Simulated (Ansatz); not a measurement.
# KVSe3 (model cell, started as cubic perovskite with V in the octahedra): following an unstable mode, part 2 of 3

Aim: this structure of KVSe3 (model cell, started as cubic perovskite with V in the octahedra) is to be tested for unstable modes, and one is followed downhill.

Ansatz 0.2.0; DFT PBEsol, scalar-relativistic, plane waves, PAW; PAW set soft_1.

So far, highest frequency on the path or at a solved wavevector (cm⁻¹): step 2 (the dispersion) 256. Also lowest frequency on the path (cm⁻¹): step 2 -106.

The structure was built from a prototype and need not be the compound's stable phase.

### Step 5. Energy along the mode, all amplitudes (two of the runs are shown above)

An imaginary frequency means negative curvature, so the energy should fall and then rise again as anharmonic terms take over.

Numbers from this step:

```yaml
depth_at_the_lowest_point_sampled: 10.86 meV/atom
largest_atomic_shift_at_that_point: 0.32 Å
```

Energy from the parent against largest atomic shift:

```
largest atomic shift (Å)  energy from the parent (meV/atom)
                   0.000                                  0
                   0.040                             -0.415
                   0.080                              -1.60
                   0.140                              -4.12
                   0.220                              -7.52
                   0.320                              -10.9
                   0.450                               18.2
```

Displacement at unit largest shift by atom:

```
atom  x (Å)  y (Å)  z (Å)  size
  K1   0.00   0.14   0.00  0.14
  V2   0.00  -1.00   0.00  1.00
 Se3   0.00   0.35   0.00  0.35
 Se4   0.00  -0.12   0.00  0.12
 Se5   0.00   0.35   0.00  0.35
```

The lowest of the steps tried is at 0.32 Å, 10.9 meV/atom below the parent; the bottom of the well need not coincide with a step.

### Step 6. Relaxing from the distorted cell

Starting from the lowest point found, all atoms and the cell are let go, so that strain and other modes of the same symmetry can join in.

Input file input.yaml:

```yaml
crystal:
  lattice:
    - [4.8592117424, 0.0, 0.0]
    - [0.0, 4.8592117424, 0.0]
    - [0.0, 0.0, 4.8592117424]
  atoms:
    - { symbol: K, position: [0.0, 0.0094734753, 0.0] }
    - { symbol: V, position: [0.5, 0.4341456975, 0.5] }
    - { symbol: Se, position: [0.5, 0.5228097311, 0.0] }
    - { symbol: Se, position: [0.5, -0.0078293851, 0.5] }
    - { symbol: Se, position: [0.0, 0.5228097311, 0.5] }
kpoints:
  mp_grid: { grid: [8, 8, 8] }
hamiltonian:
  xc: pbesol
  pseudopotentials: { kind: paw, azcp: { folder: soft_1 }, xc_functional: pbe }
scf:
  occupations: { method: methfessel_paxton, width: 0.2 }
output:
  forces: true
  stress: true
  eigenvalues: true
relax:
  adjacent_minimum: "off"
  f_tol: 0.002
  max_steps: 120
  cell: { stress_tol: 0.03 }
```

Started as:

```console
$ ansatz run input.yaml --threads 8 --pin off --max-ram 16384MiB --backend cpu --events-out ev --progress --plain --runs-dir out
```

Numbers of over 12 decimals in the logs are rounded to 6 here.

The log of the run:

```text
[...]
Crystal: 5 atoms, lattice volume = 114.735 Å³
Basis set: ecut = 420 eV, 2205 PW (Γ), exchange–correlation on 72×72×72 points (8 copies of the dense FFT grid, shifted against one another)
Bands: 42, of which v1, the nominal top of the filled ones, is band 35 counted from 1 (34 counted from 0)
Symmetry: 8 space group operations
[...]
k-points: 75 of 512 (time reversal used)
[...]
SCF iter   1: F=—  HF=-20682.423296 eV  |F-HF|=—  |Δ(HF+E_count)|=         —  Δρ=2.06e-1  dr2=8.28e1  ethr=3.10e-3  ⟨swp⟩=7.6  Hψ=11965  notcnv=0
[...]
SCF iter  11: F=-20677.070426 eV  HF=-20677.070426 eV  |F-HF|=2.15e-9  |Δ(HF+E_count)|=   9.02e-8  S|Δr|=    0.00e0  Δρ=6.01e-6  dr2=6.38e-8  ethr=1.43e-10  ⟨swp⟩=7.6  Hψ=14480  notcnv=0
SCF 1 converged in 11 iterations: F = -20677.070426 eV  dr2 = 6.38e-8
[...]
relax step   1: F+E_penalty+E_count = -20677.07042559 eV  Δ(F+E_penalty+E_count) = +0.000e0 eV  max|allowed force component| = 8.885e-1 eV/Å  Δτ_max = 0.0000 Å  P = +1.618 GPa  Ω = 114.735 Å³  (11 SCF iters, dr2 threshold 1.00e-7 eV, accepted)
Crystal: 5 atoms, lattice volume = 115.856 Å³
Basis set: ecut = 420 eV, 2245 PW (Γ), exchange–correlation on 72×72×72 points (8 copies of the dense FFT grid, shifted against one another)
[...]
SCF iter   8: F=-20677.167641 eV  HF=-20677.167641 eV  |F-HF|=2.02e-8  |Δ(HF+E_count)|=   4.57e-8  S|Δr|=    0.00e0  Δρ=3.66e-6  dr2=2.17e-8  ethr=7.14e-10  ⟨swp⟩=6.3  Hψ=13688  notcnv=0
SCF 2 converged in 8 iterations: F = -20677.167641 eV  dr2 = 2.17e-8
relax step   2: F+E_penalty+E_count = -20677.16764055 eV  Δ(F+E_penalty+E_count) = -9.721e-2 eV  max|allowed force component| = 4.052e-1 eV/Å  Δτ_max = 0.0940 Å  P = +0.060 GPa  Ω = 115.856 Å³  energy of the carried Pulay correction = -2.138e-4 eV  (8 SCF iters, dr2 threshold 5.00e-7 eV, accepted)
Crystal: 5 atoms, lattice volume = 117.735 Å³
Basis set: ecut = 420 eV, 2285 PW (Γ), exchange–correlation on 72×72×72 points (8 copies of the dense FFT grid, shifted against one another)
[...]
SCF iter   7: F=-20677.204180 eV  HF=-20677.204180 eV  |F-HF|=6.75e-9  |Δ(HF+E_count)|=   4.39e-8  S|Δr|=    0.00e0  Δρ=4.08e-6  dr2=9.61e-9  ethr=7.14e-10  ⟨swp⟩=4.6  Hψ=11758  notcnv=0
SCF 3 converged in 7 iterations: F = -20677.204180 eV  dr2 = 9.61e-9
relax step   3: F+E_penalty+E_count = -20677.20418010 eV  Δ(F+E_penalty+E_count) = -3.654e-2 eV  max|allowed force component| = 3.714e-1 eV/Å  Δτ_max = 0.0368 Å  P = -0.453 GPa  Ω = 117.735 Å³  energy of the carried Pulay correction = -5.680e-4 eV  (7 SCF iters, dr2 threshold 5.00e-7 eV, accepted)
[... from here on, the SCF cycles and remarks between the steps are left out ...]
relax step   4: F+E_penalty+E_count = -20677.26017515 eV  Δ(F+E_penalty+E_count) = -5.600e-2 eV  max|allowed force component| = 1.968e-1 eV/Å  Δτ_max = 0.0746 Å  P = +0.285 GPa  Ω = 119.141 Å³  energy of the carried Pulay correction = -8.293e-4 eV  (8 SCF iters, dr2 threshold 5.00e-7 eV, accepted)
relax step   5: F+E_penalty+E_count = -20677.27232369 eV  Δ(F+E_penalty+E_count) = -1.215e-2 eV  max|allowed force component| = 4.956e-1 eV/Å  Δτ_max = 0.0769 Å  P = +0.652 GPa  Ω = 121.426 Å³  energy of the carried Pulay correction = -1.247e-3 eV  (6 SCF iters, dr2 threshold 5.00e-7 eV, accepted)
relax step   6: F+E_penalty+E_count = -20677.27901286 eV  Δ(F+E_penalty+E_count) = -6.689e-3 eV  max|allowed force component| = 1.207e-1 eV/Å  Δτ_max = 0.0144 Å  P = +0.108 GPa  Ω = 121.618 Å³  energy of the carried Pulay correction = -1.282e-3 eV  (7 SCF iters, dr2 threshold 5.00e-7 eV, accepted)
relax step   7: F+E_penalty+E_count = -20677.27996429 eV  Δ(F+E_penalty+E_count) = -9.514e-4 eV  max|allowed force component| = 5.850e-3 eV/Å  Δτ_max = 0.0144 Å  P = +0.009 GPa  Ω = 121.870 Å³  energy of the carried Pulay correction = -1.328e-3 eV  (5 SCF iters, dr2 threshold 5.00e-7 eV, accepted)
relax step   8: F+E_penalty+E_count = -20677.27999483 eV  Δ(F+E_penalty+E_count) = -3.054e-5 eV  max|allowed force component| = 4.705e-3 eV/Å  Δτ_max = 0.0041 Å  P = +0.000 GPa  Ω = 121.924 Å³  energy of the carried Pulay correction = -1.337e-3 eV  (6 SCF iters, dr2 threshold 7.94e-9 eV, accepted)
relax step   9: F+E_penalty+E_count = -20677.28000229 eV  Δ(F+E_penalty+E_count) = -7.463e-6 eV  max|allowed force component| = 3.045e-3 eV/Å  Δτ_max = 0.0017 Å  P = +0.022 GPa  Ω = 121.903 Å³  energy of the carried Pulay correction = -1.333e-3 eV  (6 SCF iters, dr2 threshold 1.38e-9 eV, accepted)
relax step  10: F+E_penalty+E_count = -20677.27998472 eV  Δ(F+E_penalty+E_count) = +1.757e-5 eV  max|allowed force component| = 1.903e-3 eV/Å  Δτ_max = 0.0009 Å  P = -0.013 GPa  Ω = 122.013 Å³  energy of the carried Pulay correction = -1.353e-3 eV  (8 SCF iters, dr2 threshold 5.80e-10 eV, accepted)
relax step  11: F+E_penalty+E_count = -20677.28894446 eV  Δ(F+E_penalty+E_count) = -8.960e-3 eV  max|allowed force component| = 6.864e-3 eV/Å  Δτ_max = 0.0000 Å  P = +0.101 GPa  Ω = 122.013 Å³  stress off target by 3.03e-1 GPa  SCF on the basis re-selected at this cell (its energy is not comparable with the rows above)  (10 SCF iters)
relax step  12: F+E_penalty+E_count = -20677.28985636 eV  Δ(F+E_penalty+E_count) = -9.119e-4 eV  max|allowed force component| = 1.766e-2 eV/Å  Δτ_max = 0.0070 Å  P = +0.053 GPa  Ω = 122.465 Å³  energy of the carried Pulay correction = -7.517e-5 eV  (5 SCF iters, dr2 threshold 2.29e-7 eV, accepted)
relax step  13: F+E_penalty+E_count = -20677.29032231 eV  Δ(F+E_penalty+E_count) = -4.659e-4 eV  max|allowed force component| = 7.780e-3 eV/Å  Δτ_max = 0.0123 Å  P = +0.017 GPa  Ω = 123.075 Å³  energy of the carried Pulay correction = -1.798e-4 eV  (5 SCF iters, dr2 threshold 9.14e-8 eV, accepted)
relax step  14: F+E_penalty+E_count = -20677.29031833 eV  Δ(F+E_penalty+E_count) = +3.974e-6 eV  max|allowed force component| = 6.470e-4 eV/Å  Δτ_max = 0.0009 Å  P = +0.000 GPa  Ω = 123.120 Å³  energy of the carried Pulay correction = -1.879e-4 eV  (5 SCF iters, dr2 threshold 3.78e-9 eV, accepted)
[...]
SCF iter   7: F=-20677.290510 eV  HF=-20677.290510 eV  |F-HF|=7.28e-12  |Δ(HF+E_count)|=    0.00e0  S|Δr|=    0.00e0  Δρ=2.86e-8  dr2=1.67e-12  ethr=1.00e-12  ⟨swp⟩=5.5  Hψ=14344  notcnv=0
SCF 15 converged in 7 iterations: F = -20677.290510 eV  dr2 = 1.67e-12
relax step  15: F+E_penalty+E_count = -20677.29051049 eV  Δ(F+E_penalty+E_count) = -1.922e-4 eV  max|allowed force component| = 7.203e-4 eV/Å  Δτ_max = 0.0000 Å  P = -0.001 GPa  Ω = 123.120 Å³  stress off target by 1.72e-3 GPa  SCF on the basis re-selected at this cell (its energy is not comparable with the rows above)  (7 SCF iters)
[...]
SCF converged after 7 iterations
[...]
Free energy (F): -20677.290510 eV
[...]
Internal energy: -20677.305577 eV  (E = F + TS)
E sigma→0 (E₀):  -20677.294277 eV
Entropy (-TS):   0.015066 eV (3.013 meV/atom)
Fermi energy:    7.662017 eV
[...]
--- Forces (eV/Å), atoms counted from 1 ---
  atom   1  K     -0.00000000    -0.00020170    -0.00000000
  atom   2  V     -0.00000000    -0.00072019     0.00000000
  atom   3  Se    -0.00000000     0.00012397     0.00000000
  atom   4  Se     0.00000000     0.00067436     0.00000000
  atom   5  Se     0.00000000     0.00012397     0.00000000
  max |Σ_I F_I| component: 4.15e-7 eV/Å
--- Stress (GPa, compression-positive) ---
       -0.001723      -0.000000       0.000000
       -0.000000       0.000417       0.000000
        0.000000       0.000000      -0.001723
  P = ⅓ Tr σ = -0.0010 GPa (-0.010 kbar)
--- Band table (eV; the first three rows and the last of 75) ---
  k-point 0: bands = [... 31 lower, 5.4804, 5.7226, 6.9050, 7.1786, 7.1786, 8.9906, 8.9906, 9.1622, ... 3 higher]
  k-point 1: bands = [... 31 lower, 5.5101, 5.7525, 6.3668, 7.0183, 7.6466, 8.2076, 8.9746, 9.3508, ... 3 higher]
  k-point 2: bands = [... 31 lower, 5.5315, 5.7119, 5.7185, 6.4600, 7.7159, 8.0985, 8.9302, 9.1334, ... 3 higher]
  k-point 74: bands = [... 31 lower, 4.4883, 7.1431, 7.1431, 7.8337, 7.8337, 8.1148, 8.7490, 9.1465, ... 3 higher]
--- Relaxed structure (13 steps of the walk, 13 accepted, 2 SCFs on fresh bases) ---
  F+E_penalty+E_count = -20677.29051049 eV   max|allowed force component| = 7.203e-4 eV/Å   (the final SCF, on the basis selected at the relaxed cell)
  cell:  # Å, volume = 123.1203 Å³
    - [4.662698, 0, 0]
    - [0, 5.663112, 0.0]
    - [0, 0.0, 4.662698]
  atoms:
    - { symbol: K, position: [0, 0.020387, 0] }
    - { symbol: V, position: [0.5, 0.399657, 0.5] }
    - { symbol: Se, position: [0.5, 0.524619, 0] }
    - { symbol: Se, position: [0.5, 0.012127, 0.5] }
    - { symbol: Se, position: [0, 0.524619, 0.5] }
```

Run time: 78 s. Hardware: 8 threads of Arm Neoverse V2, shared host; peak memory 0.75 GiB.

Step by step:

```
step  energy less that of the first step (eV)  largest force component (eV/Å)  pressure (GPa)  volume (Å³)
   1                                   0.0000                          0.8885            1.62       114.74
   2                                  -0.0972                          0.4052            0.06       115.86
   3                                  -0.1338                          0.3714           -0.45       117.74
   4                                  -0.1897                          0.1968            0.29       119.14
   5                                  -0.2019                          0.4956            0.65       121.43
   6                                  -0.2086                          0.1207            0.11       121.62
   7                                  -0.2095                          0.0059            0.01       121.87
   8                                  -0.2096                          0.0047            0.00       121.92
   9                                  -0.2096                          0.0030            0.02       121.90
  10                                  -0.2096                          0.0019           -0.01       122.01
 11*                                  -0.2185                          0.0069            0.10       122.01
  12                                  -0.2194                          0.0177            0.05       122.46
  13                                  -0.2199                          0.0078            0.02       123.07
  14                                  -0.2199                          0.0006            0.00       123.12
 15*                                  -0.2201                          0.0007            0.00       123.12
```

Relaxation steps marked * repeat the geometry before them on a plane-wave basis chosen anew for their cell, so energy and pressure can jump there.

Forces are held to the 8 operations that the run works with; a distortion that breaks them can't arise in this run.

```
     cell as run  before  after   change
           a (Å)   4.859  4.663   -4.0 %
           b (Å)   4.859  5.663  +16.5 %
           c (Å)   4.859  4.663   -4.0 %
volume (Å³/atom)   22.95  24.62   +7.3 %
```

The atoms that moved most (Å, as changes of fractional coordinates times the final cell):

```
atom     dx      dy     dz  length
  V2  0.000  -0.195  0.000   0.195
 Se4  0.000   0.113  0.000   0.113
  K1  0.000   0.062  0.000   0.062
 Se3  0.000   0.010  0.000   0.010
 Se5  0.000   0.010  0.000   0.010
```

Final coordinates:

```xyz
5
Lattice="4.6627 0.0000 0.0000 0.0000 5.6631 0.0000 0.0000 0.0000 4.6627" Properties=species:S:1:pos:R:3 pbc="T T T"
K     0.0000    0.1155    0.0000
V     2.3313    2.2633    2.3313
Se    2.3313    2.9710    0.0000
Se    2.3313    0.0687    2.3313
Se    0.0000    2.9710    2.3313
```

Numbers from this step:

* pressure: -0.001010 GPa
* volume per atom: 24.62 Å³

The distorted start has space group P4mm; the relaxation ends in P4mm.

### Step 7. The new phase in its own primitive cell

The relaxed structure is symmetrised, reduced to its primitive cell and relaxed tightly, as its phonons need.

input.yaml, the sections that differ from step 6:

```yaml
crystal:
  lattice:
    - [4.6626976489, 0.0, 0.0]
    - [0.0, 4.6626976489, 0.0]
    - [0.0, 0.0, 5.6631124341]
  atoms:
    - { symbol: K, position: [0.0, 0.0, 0.9796131019] }
    - { symbol: V, position: [0.5, 0.5, 0.6003431694] }
    - { symbol: Se, position: [0.5, 0.0, 0.4753808464] }
    - { symbol: Se, position: [0.5, 0.5, 0.987872786] }
    - { symbol: Se, position: [0.0, 0.5, 0.4753808464] }
kpoints:
  mp_grid: { grid: [8, 8, 6] }
relax:
  adjacent_minimum: "off"
  f_tol: 0.001
  max_steps: 60
  cell: { stress_tol: 0.01 }
# hamiltonian, scf, output: as in step 6
```

The log of the run:

```text
[...]
Crystal: 5 atoms, lattice volume = 123.120 Å³
Basis set: ecut = 420 eV, 2395 PW (Γ), exchange–correlation on 64×64×80 points (8 copies of the dense FFT grid, shifted against one another)
Bands: 42, of which v1, the nominal top of the filled ones, is band 35 counted from 1 (34 counted from 0)
Symmetry: 8 space group operations
[...]
k-points: 60 of 384 (time reversal used)
[...]
--- Relaxed structure (3 steps of the walk, 3 accepted, 1 SCFs on fresh bases) ---
[...]
cell:  # Å, volume = 123.1520 Å³
    - [4.663667, 0.0, 0]
    - [0.0, 4.663667, 0.0]
    - [0, 0.0, 5.662212]
  atoms:
    - { symbol: K, position: [0, 0.0, 0.979712] }
    - { symbol: V, position: [0.5, 0.5, 0.600180] }
    - { symbol: Se, position: [0.5, 0.0, 0.475456] }
    - { symbol: Se, position: [0.5, 0.5, 0.987787] }
    - { symbol: Se, position: [0, 0.5, 0.475456] }
[key lines of the parts left out:]
SCF converged after 6 iterations
Free energy (F): -20677.289640 eV
Fermi energy:    7.661353 eV
P = ⅓ Tr σ = -0.0019 GPa (-0.019 kbar)
```

It took 16 s on 8 threads; peak memory 0.7 GiB; 2 min of CPU time.

Little changed from the start: no atom moved by 0.005 Å and no cell edge by 0.1 %.

This step gave:

| Property | Result |
| --- | --- |
| pressure | -0.001929 GPa |
| volume per atom | 24.63 Å³ |

The largest force component left is 0.41 meV/Å and the pressure is -0.002 GPa, within the tolerances set. The cell now holds 24.63 Å³/atom.

(Part 2 of 3 ends here.)

[Logs are printed without paths, hosts, clocks, repeated set-up lines and the standing remarks that a program may print on its own settings, such as how far it seeks lower states.]

[Hosts, paths, dates, database ids (printed as entryN), source tags and the programs' standing remarks are cut or masked in the printed files.]
